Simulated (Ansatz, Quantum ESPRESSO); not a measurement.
# Hf (Im-3m): from the cell to the phonon bands, part 2 of 3

How does Hf (Im-3m) vibrate, and is this structure a minimum?

Quantum ESPRESSO 7.5; DFT LDA, scalar-relativistic, plane waves, PseudoDojo norm-conserving pseudopotentials.

So far. Step 2 (A first look): No gap opens on this mesh, so smearing is kept; the start stands at -14 GPa. Step 4 (Ground state): The cell stands at -0.0030 GPa, close enough for phonons. The relaxed cell has a = 3.428 Å (conventional setting).

This is not the structure that Hf takes at ambient pressure and room temperature (hexagonal, No. 194); it is a model or a phase of other conditions.

## 7. Linear response on the mesh

Linear response treats each wavevector in the unit cell, with no supercell; the 4×4×4 mesh fixes the range of the force constants to be had. The change of the potential is kept for the electron-phonon matrix elements.

The input, ph.in:

```
phonons
 &inputph
    prefix='x',
    outdir='./tmp',
    fildyn='x.dyn',
    tr2_ph=1.0d-18,
    alpha_mix(1)=0.4,
    nmix_ph=8,
    ldisp=.true.,
    nq1=4,
    nq2=4,
    nq3=4,
    electron_phonon='interpolated',
    fildvscf='dvscf',
    el_ph_sigma=0.005,
    el_ph_nsigma=10,
 /
```

Command:

```bash
> OMP_NUM_THREADS=1 mpirun -n 4 ph.x -nk 4 -in ph.in > ph.out
```

Numbers of over 12 decimals in the logs are rounded to 6 here.

What it wrote:

```text
[banners, grids, parts of the stress and lines that vanish by symmetry left out]
[banner, memory and clock lines left out]
Program PHONON v.7.5

     ./tmp/x.save/

     IMPORTANT: XC functional enforced from input :
     Exchange-correlation= PW
                           (   1   4   0   0   0   0   0)
     Any further DFT definition will be discarded
     Please, verify this is what you really want

     G-vector sticks info

     Reading collected, re-writing distributed wavefunctions in ./tmp/

     Dynamical matrices for ( 4, 4, 4)  uniform grid of q-points
     (   8 q-points):
       N         xq(1)         xq(2)         xq(3)
       1   0.000000000   0.000000000   0.000000000
       2   0.000000000  -0.250000000   0.250000000
[...]
Number and degeneracy of irreps per q-point
       N         xq(1)         xq(2)         xq(3)   N irreps
       1   0.000000000   0.000000000   0.000000000       1
        3
       2   0.000000000  -0.250000000   0.250000000       3
     No degeneracy
[...]
No degeneracy
[...]
No degeneracy
[...]
1   2
[...]
No degeneracy
       7   0.500000000  -0.500000000   0.500000000       1
        3
       8   0.000000000   0.000000000  -1.000000000       1
        3

     Saving dvscf to file. Distribute only q points, not irreducible representations.

     Calculation of q =    0.0000000   0.0000000   0.0000000

     phonons

     bravais-lattice index     =            3
     lattice parameter (alat)  =       6.4773  a.u.
     unit-cell volume          =     135.8782 (a.u.)^3
     number of atoms/cell      =            1
     number of atomic types    =            1
     kinetic-energy cut-off    =      58.0000  Ry
     charge density cut-off    =     232.0000  Ry
     convergence threshold     =      1.0E-18
     beta                      =       0.4000
     number of iterations used =            8
     Exchange-correlation= PW
                           (   1   4   0   0   0   0   0)

     celldm(1)=    6.47729  celldm(2)=    0.00000  celldm(3)=    0.00000
     celldm(4)=    0.00000  celldm(5)=    0.00000  celldm(6)=    0.00000

     crystal axes: (cart. coord. in units of alat)
               a(1) = (  0.5000  0.5000  0.5000 )
               a(2) = ( -0.5000  0.5000  0.5000 )
               a(3) = ( -0.5000 -0.5000  0.5000 )

     reciprocal axes: (cart. coord. in units 2 pi/alat)
               b(1) = (  1.0000  0.0000  1.0000 )
               b(2) = ( -1.0000  1.0000  0.0000 )
               b(3) = (  0.0000 -1.0000  1.0000 )

     Atoms inside the unit cell:

     Cartesian axes

     site n.  atom      mass           positions (alat units)
        1  Hf    178.4900   tau(    1) = (    0.00000    0.00000    0.00000  )

     Computing dynamical matrix for
                    q = (   0.0000000   0.0000000   0.0000000 )

     49 Sym.Ops. (with q -> -q+G )

     G cutoff =  246.5556  (   8151 G-vectors)     FFT grid: ( 27, 27, 27)

     number of k points=    72  Marzari-Vanderbilt smearing, width (Ry)=  0.0200

     PseudoPot. # 1 for Hf read from file:
     ./pseudo/Hf.upf
     Pseudo is Norm-conserving + core correction, Zval = 12.0

     Mode symmetry, O_h (m-3m)  point group:

     Atomic displacements:
     There are    1 irreducible representations

     Representation     1      3 modes -  To be done

     Alpha used in Ewald sum =   2.4000

     Representation #   1 modes #   1   2   3

     Self-consistent Calculation
      thresh= 1.000E-02 alpha_mix =  0.400 |ddv_scf|^2 =  3.108E-06
      thresh= 1.763E-04 alpha_mix =  0.400 |ddv_scf|^2 =  3.731E-07
[...]
End of self-consistent calculation

     Convergence has been achieved

     Number of q in the star =    1
     List of q in the star:
[...]
Diagonalizing the dynamical matrix

     q = (    0.000000000   0.000000000   0.000000000 )

 **************************************************************************
     freq (    1) =      -0.001663 [THz] =      -0.055478 [cm-1]
     freq (    2) =      -0.001663 [THz] =      -0.055478 [cm-1]
     freq (    3) =      -0.001663 [THz] =      -0.055478 [cm-1]
 **************************************************************************

     Mode symmetry, O_h (m-3m)  point group:

     freq (   1-   3) =         -0.1  [cm-1]   --> T_1u G_15  G_4- I
     Electron-phonon interaction  ...

     [... narrower broadenings left out ...]
     Gaussian Broadening:   0.020 Ry, ngauss=   0
     DOS = 11.186710 states/spin/Ry/Unit Cell at Ef= 15.699569 eV
     lambda(    1)=  0.0000   gamma=    0.05 GHz
     lambda(    2)=  0.0000   gamma=    0.04 GHz
     lambda(    3)=  0.0000   gamma=    0.05 GHz
     [... wider broadenings left out ...]

     Number of q in the star =    1
     List of q in the star:
[...]
Calculation of q =    0.0000000  -0.2500000   0.2500000
     [... set-up and bands at k+q left out ...]

     Mode symmetry, C_2v (mm2)  point group:

     Atomic displacements:
     There are    3 irreducible representations

     Representation     1      1 modes -  To be done

[...]
Message from routine init_vloc:
     Interpolation table for Vloc re-allocated

     Alpha used in Ewald sum =   2.4000

     Representation #   1 mode #   1

     Self-consistent Calculation

[...]
[... iterations left out ...]
[...]
End of self-consistent calculation

     Convergence has been achieved

     Representation #   2 mode #   2

[...]
[... iterations left out ...]
[...]
Convergence has been achieved

[...]
Convergence has been achieved

[...]
Diagonalizing the dynamical matrix

     q = (    0.000000000  -0.250000000   0.250000000 )

[...]
freq (    1) =      -1.326478 [THz] =     -44.246531 [cm-1]
     freq (    2) =       1.586862 [THz] =      52.932032 [cm-1]
     freq (    3) =       2.944014 [THz] =      98.201742 [cm-1]
[...]
Mode symmetry, C_2v (mm2)  point group:

     freq (   1-   1) =        -44.2  [cm-1]   --> B_1  D_3  S_3
     freq (   2-   2) =         52.9  [cm-1]   --> B_2  D_4  S_4
     freq (   3-   3) =         98.2  [cm-1]   --> A_1  D_1  S_1
     Electron-phonon interaction  ...

     [... narrower broadenings left out ...]
     Gaussian Broadening:   0.020 Ry, ngauss=   0
     DOS = 11.186710 states/spin/Ry/Unit Cell at Ef= 15.699569 eV
     lambda(    1)= -0.7991   gamma=   15.02 GHz
     lambda(    2)=  0.5021   gamma=   13.51 GHz
     lambda(    3)=  0.2629   gamma=   24.34 GHz
     [... wider broadenings left out ...]

[...]
[... set-up and bands at k+q left out ...]

     Mode symmetry, D_2h (mmm)  point group:

[...]
Convergence has been achieved

[...]
Convergence has been achieved

[...]
Convergence has been achieved

[...]
q = (    0.000000000   0.500000000  -0.500000000 )

[...]
freq (    1) =      -2.455623 [THz] =     -81.910752 [cm-1]
     freq (    2) =       2.667642 [THz] =      88.982946 [cm-1]
     freq (    3) =       2.676080 [THz] =      89.264411 [cm-1]
[...]
Mode symmetry, D_2h (mmm)  point group:

     freq (   1-   1) =        -81.9  [cm-1]   --> B_2u
     freq (   2-   2) =         89.0  [cm-1]   --> B_1u
     freq (   3-   3) =         89.3  [cm-1]   --> B_3u
[...]
lambda(    1)= -0.5647   gamma=   36.38 GHz
     lambda(    2)=  0.4673   gamma=   35.52 GHz
     lambda(    3)=  0.7854   gamma=   60.08 GHz
[...]
Mode symmetry, C_s (m)     point group:

[...]
Convergence has been achieved

[...]
Convergence has been achieved

[...]
Convergence has been achieved

[...]
q = (   -0.250000000   0.750000000  -0.500000000 )

[...]
freq (    1) =      -1.485712 [THz] =     -49.558025 [cm-1]
     freq (    2) =       1.452634 [THz] =      48.454658 [cm-1]
     freq (    3) =       3.264933 [THz] =     108.906448 [cm-1]
[...]
Mode symmetry, C_s (m)     point group:

     freq (   1-   1) =        -49.6  [cm-1]   --> A'
     freq (   2-   2) =         48.5  [cm-1]   --> A''
     freq (   3-   3) =        108.9  [cm-1]   --> A'
[...]
lambda(    1)= -1.5241   gamma=   35.94 GHz
     lambda(    2)=  1.4176   gamma=   31.96 GHz
     lambda(    3)=  0.3198   gamma=   36.42 GHz
[...]
Mode symmetry, C_4v (4mm)  point group:

[...]
Convergence has been achieved

     Representation #   2 modes #   2   3

[...]
Convergence has been achieved

[...]
q = (    0.000000000   0.000000000   0.500000000 )

[...]
freq (    1) =       2.203721 [THz] =      73.508232 [cm-1]
     freq (    2) =       2.665866 [THz] =      88.923714 [cm-1]
     freq (    3) =       2.665866 [THz] =      88.923714 [cm-1]
[...]
Mode symmetry, C_4v (4mm)  point group:

     freq (   1-   1) =         73.5  [cm-1]   --> A_1  G_1 D_1
     freq (   2-   3) =         88.9  [cm-1]   --> E    G_5 D_5
[...]
lambda(    1)=  0.8949   gamma=   46.42 GHz
     lambda(    2)=  0.3280   gamma=   24.90 GHz
     lambda(    3)=  0.3293   gamma=   25.00 GHz
[...]
Mode symmetry, C_2v (mm2)  point group:

[...]
Convergence has been achieved

     Representation #   2 mode #   2

[...]
Convergence has been achieved

     Representation #   3 mode #   3

[...]
Convergence has been achieved

[...]
q = (    0.000000000   0.750000000  -0.250000000 )

[...]
freq (    1) =       2.827423 [THz] =      94.312672 [cm-1]
     freq (    2) =       3.419779 [THz] =     114.071561 [cm-1]
     freq (    3) =       3.471163 [THz] =     115.785524 [cm-1]
[...]
Mode symmetry, C_2v (mm2)  point group:

     freq (   1-   1) =         94.3  [cm-1]   --> A_1  D_1  S_1
     freq (   2-   2) =        114.1  [cm-1]   --> B_1  D_3  S_3
     freq (   3-   3) =        115.8  [cm-1]   --> B_2  D_4  S_4
[...]
lambda(    1)=  0.3580   gamma=   30.57 GHz
     lambda(    2)=  0.2352   gamma=   29.38 GHz
     lambda(    3)=  0.3530   gamma=   45.43 GHz
[...]
Calculation of q =    0.5000000  -0.5000000   0.5000000
     [... set-up and bands at k+q left out ...]

     Mode symmetry, T_d (-43m)  point group:

     Atomic displacements:
     There are    1 irreducible representations

     Representation     1      3 modes -  To be done

     Alpha used in Ewald sum =   2.4000

     Representation #   1 modes #   1   2   3

     Self-consistent Calculation

[...]
[... iterations left out ...]
[...]
End of self-consistent calculation

     Convergence has been achieved

[...]
Diagonalizing the dynamical matrix

     q = (    0.500000000  -0.500000000   0.500000000 )

[...]
freq (    1) =      -1.630626 [THz] =     -54.391813 [cm-1]
     freq (    2) =      -1.630626 [THz] =     -54.391813 [cm-1]
     freq (    3) =      -1.630626 [THz] =     -54.391813 [cm-1]
[...]
Mode symmetry, T_d (-43m)  point group:

     freq (   1-   3) =        -54.4  [cm-1]   --> T_2  G_15 P_4
     Electron-phonon interaction  ...

     [... narrower broadenings left out ...]
     Gaussian Broadening:   0.020 Ry, ngauss=   0
     DOS = 11.186710 states/spin/Ry/Unit Cell at Ef= 15.699569 eV
     lambda(    1)= -2.0217   gamma=   57.43 GHz
     lambda(    2)= -2.0339   gamma=   57.77 GHz
     lambda(    3)= -2.0084   gamma=   57.05 GHz
     [... wider broadenings left out ...]

[...]
Calculation of q =    0.0000000   0.0000000  -1.0000000
     [... set-up and bands at k+q left out ...]

     Mode symmetry, O_h (m-3m)  point group:

     Atomic displacements:
     There are    1 irreducible representations

     Representation     1      3 modes -  To be done

     Alpha used in Ewald sum =   2.4000

     Representation #   1 modes #   1   2   3

     Self-consistent Calculation

      thresh= 1.000E-02 alpha_mix =  0.400 |ddv_scf|^2 =  2.337E-05

      [... iterations left out ...]
      thresh= 1.163E-10 alpha_mix =  0.400 |ddv_scf|^2 =  6.438E-20

     End of self-consistent calculation

     Convergence has been achieved

     Number of q in the star =    1
     List of q in the star:
          1   0.000000000   0.000000000  -1.000000000

     Diagonalizing the dynamical matrix

     q = (    0.000000000   0.000000000  -1.000000000 )

 **************************************************************************
     freq (    1) =       4.076709 [THz] =     135.984382 [cm-1]
     freq (    2) =       4.076709 [THz] =     135.984382 [cm-1]
     freq (    3) =       4.076709 [THz] =     135.984382 [cm-1]
 **************************************************************************

     Mode symmetry, O_h (m-3m)  point group:

     freq (   1-   3) =        136.0  [cm-1]   --> T_1u G_15  G_4-
     Electron-phonon interaction  ...

     [... narrower broadenings left out ...]
     Gaussian Broadening:   0.020 Ry, ngauss=   0
     DOS = 11.186710 states/spin/Ry/Unit Cell at Ef= 15.699569 eV
     lambda(    1)=  0.2142   gamma=   38.03 GHz
     lambda(    2)=  0.2126   gamma=   37.74 GHz
     lambda(    3)=  0.2147   gamma=   38.11 GHz
     [... wider broadenings left out ...]

     Number of q in the star =    1
     List of q in the star:
          1   0.000000000   0.000000000  -1.000000000


[key lines of the parts left out:]
the Fermi energy is    15.6818 ev
```

Elapsed: 18 min, on 4 MPI ranks of Arm Neoverse V1, shared host.

Read from the output:

```
largest acoustic frequency at the zone centre before the sum rule  : -0.06 cm⁻¹
lowest mode on the q mesh (acoustic ones at the zone centre apart) : -81.91 cm⁻¹
```

Frequencies (cm⁻¹) at each irreducible wavevector; negative means imaginary. Frequencies by wavevector:

| q (fractions) | star | mode 1 | mode 2 | mode 3 |
| --- | --- | --- | --- | --- |
| 0 0 0 | 1 | -0.06 | -0.06 | -0.06 |
| 0 0 0.25 | 12 | -44.25 | 52.93 | 98.2 |
| 0 0 -0.5 | 6 | -81.91 | 88.98 | 89.26 |
| 0 0.25 -0.5 | 24 | -49.56 | 48.45 | 108.9 |
| 0.25 0.25 0.25 | 6 | 73.51 | 88.92 | 88.92 |
| 0.25 0.25 -0.5 | 12 | 94.31 | 114.1 | 115.8 |
| 0.25 -0.25 0.25 | 2 | -54.39 | -54.39 | -54.39 |
| -0.5 -0.5 -0.5 | 1 | 136 | 136 | 136 |

Couplings of single modes at a Gaussian broadening of 0.02 Ry, as ph.x prints them; it sets λ to zero for modes under 20 cm⁻¹. Mode couplings:

| q (fractions) | mode | frequency (cm⁻¹) | λ | linewidth γ (GHz) |
| --- | --- | --- | --- | --- |
| 0 0 0.25 | 2 | 52.93 | 0.5021 | 13.51 |
| 0 0 0.25 | 3 | 98.2 | 0.2629 | 24.34 |
| 0 0 -0.5 | 2 | 88.98 | 0.4673 | 35.52 |
| 0 0 -0.5 | 3 | 89.26 | 0.7854 | 60.08 |
| 0 0.25 -0.5 | 2 | 48.45 | 1.418 | 31.96 |
| 0 0.25 -0.5 | 3 | 108.9 | 0.3198 | 36.42 |
| 0.25 0.25 0.25 | 1 | 73.51 | 0.8949 | 46.42 |
| 0.25 0.25 0.25 | 2 | 88.92 | 0.328 | 24.9 |
| 0.25 0.25 0.25 | 3 | 88.92 | 0.3293 | 25 |
| 0.25 0.25 -0.5 | 1 | 94.31 | 0.358 | 30.57 |
| 0.25 0.25 -0.5 | 2 | 114.1 | 0.2352 | 29.38 |
| 0.25 0.25 -0.5 | 3 | 115.8 | 0.353 | 45.43 |
| -0.5 -0.5 -0.5 | 1 | 136 | 0.2142 | 38.03 |
| -0.5 -0.5 -0.5 | 2 | 136 | 0.2126 | 37.74 |
| -0.5 -0.5 -0.5 | 3 | 136 | 0.2147 | 38.11 |

The acoustic modes at Γ come out as far as 0.1 cm⁻¹ from zero, where they should vanish, a small numerical error.

## 8. Fourier transform to real space

The dynamical matrices of the mesh are Fourier-transformed to force constants in real space.

The input, q2r.in:

```
 &input
    fildyn='x.dyn',
    zasr='crystal',
    flfrc='x.fc',
    la2F=.true.,
 /
```

Command:

```bash
> q2r.x < q2r.in > q2r.out
```

What it wrote:

```text
[banners, grids, parts of the stress and lines that vanish by symmetry left out]
[banner, memory and clock lines left out]
Program Q2R v.7.5

  reading grid info from file x.dyn0

  reading force constants from file x.dyn1
  Dielectric Tensor not found
  nqs=            1
 q=   0.00000000  0.00000000  0.00000000
  reading force constants from file x.dyn2
  nqs=           12
 q=   0.00000000 -0.25000000  0.25000000
[...]
reading force constants from file x.dyn7
  nqs=            2
[...]
q=   0.50000000 -0.50000000 -0.50000000
  reading force constants from file x.dyn8
  nqs=            1
 q=   0.00000000  0.00000000 -1.00000000

      q-space grid ok, #points =   64

      fft-check success (sum of imaginary terms < 10^-12)

   Preparing gamma for a2F

 Broadening =      0.005
      q-space grid ok, #points =   64

      fft-check success (sum of imaginary terms < 10^-12)

 Broadening =      0.010
[...]
Broadening =      0.045
      q-space grid ok, #points =   64

      fft-check success (sum of imaginary terms < 10^-12)

 Broadening =      0.050
      q-space grid ok, #points =   64

      fft-check success (sum of imaginary terms < 10^-12)
```

It took 0.47 s on 1 thread.

## 9. Interpolated phonon bands

From the force constants any wavevector is cheap; points of the mesh come back as solved, but for the sum rule and, in polar crystals, the LO-TO term at Γ; the rest is interpolation.

The input, matdyn.in:

```
 &input
    asr='crystal',
    flfrc='x.fc',
    flfrq='x.freq',
    flvec='x.modes',
    q_in_band_form=.true.,
    q_in_cryst_coord=.true.,
 /
8
  0.0000000   0.0000000   0.0000000  12  ! GAMMA
  0.5000000   0.5000000  -0.5000000  12  ! H
  0.5000000  -0.0000000  -0.5000000  12  ! N
  0.0000000   0.0000000   0.0000000  12  ! GAMMA
  0.7500000   0.2500000  -0.2500000  12  ! P
  0.5000000   0.5000000  -0.5000000   1  ! H
  0.7500000   0.2500000  -0.2500000  12  ! P
  0.5000000  -0.0000000  -0.5000000   1  ! N
```

Command:

```bash
> matdyn.x -in matdyn.in > matdyn.out
```

What it wrote:

```text
[banner, memory and clock lines left out]
Program MATDYN v.7.5

 mass for atomic type   1 not given; uses mass from file x.fc
 Norm of the difference between old and new effective charges:    0.000000

 Norm of the difference between old and new force-constants:   8.66025e-09

     Message from routine matdyn:
     Z* not found in file x.fc, TO-LO splitting at q=0 will be absent!
     Message from routine matdyn:
     Z* not found in file x.fc, TO-LO splitting at q=0 will be absent!

Note: The following floating-point exceptions are signalling: IEEE_UNDERFLOW_FLAG
```

Run time: 0.46 s. Hardware: 1 thread.

This step gave:

| Item | Value |
| --- | --- |
| lowest frequency on the path | -83.95 cm⁻¹ |

Matdyn.x, sum rule crystal. Phonon branches along the path, in cm⁻¹:

| point | branch 1 | branch 2 | branch 3 |
| --- | --- | --- | --- |
| Γ | 0 | 0 | 0 |
| halfway | 74 | 89 | 89 |
| H | 136 | 136 | 136 |
| halfway | 94 | 114 | 116 |
| N | -82 | 89 | 89 |
| halfway | -44 | 53 | 98 |
| Γ | 0 | 0 | 0 |
| halfway | -44 | -44 | 121 |
| P | -54 | -54 | -54 |
| halfway | 78 | 103 | 103 |
| H | 136 | 136 | 136 |
| jump to P | -54 | -54 | -54 |
| halfway | -84 | 59 | 78 |
| N | -82 | 89 | 89 |

The phonon branches as a text plot (rows in cm⁻¹):

```
    131 |          *****                                ***
    122 |         *     *                  **          **
    113 |        **     **                *           **
    104 |       **        *     *                    *
     95 |                * ** ** **      *   *      * *
     86 |      **            **                               ***
     76 |     **               *   *    *            *
     67 |    **                 *             *              **
     58 |   **                         *           *
     49 |  *              *      *                  *       *
     40 |   *                     * *                        *
     31 | *                        *              *
     21 |  *                        **         *
     12 | *                          *
      3 |*                            *
     -6 |                            * *
    -15 |                           *   *
    -24 |                          *     *
    -34 |                  *      *       *      *         **
    -43 |                        *         *
    -52 |                                   *   *          *
    -61 |                   *   *              *   *
    -70 |                      *             **  **        *
    -79 |                    **                             *****
         Γ           H       N        Γ         P        H|P    N
```

Lowest modes at the softest wavevector of the mesh; phase exp(i q.(R + tau)). Modes at q = (0.000, 0.000, 0.500) (negative means imaginary):

| mode | frequency (cm⁻¹) |
| --- | --- |
| 1 | -81.9 |
| 2 | 89.0 |
| 3 | 89.3 |

Displacements in mode 1 (-81.9 cm⁻¹), the largest set to 1, in the home cell:
```
Hf1 0.00 1.00 1.00
```

Displacements in mode 3 (89.3 cm⁻¹), the largest set to 1, in the home cell:
```
Hf1  0.00  1.00 -1.00
```

Force constants by pair (phonopy on the run's constants); pairs near half the supercell's span include their periodic images. Pair force constants, by row:

| atom | neighbour | distance (Å) | third of the trace (eV/Å²) | along the pair's line (eV/Å²) |
| --- | --- | --- | --- | --- |
| Hf1 | itself | 0 | 3.596 | – |
| Hf1 | Hf | 2.968 | -0.6989 | -2.12 |
| Hf1 | Hf | 3.428 | 0.6376 | 1.045 |
| Hf1 | Hf | 4.847 | -0.0789 | -0.4771 |
| Hf1 | Hf | 5.684 | -0.0199 | -0.0793 |
| Hf1 | Hf | 5.937 | 0.0033 | 0.0874 |
| Hf1 | Hf | 6.855 | -0.1953 | -0.385 |

Mode patterns, pair constants, displacements and means over the zone were worked out by phonopy from the force constants of q2r.x.

The path dips to 84i cm⁻¹.

[end of part 2 of 3]

[Host names and launcher messages were left out of these logs when they were recorded.]

[Logs are printed without paths, hosts, clocks, repeated set-up lines and the standing remarks that a program may print on its own settings, such as how far it seeks lower states.]

[Hosts, paths, dates, database ids (printed as entryN), source tags and the programs' standing remarks are cut or masked in the printed files.]
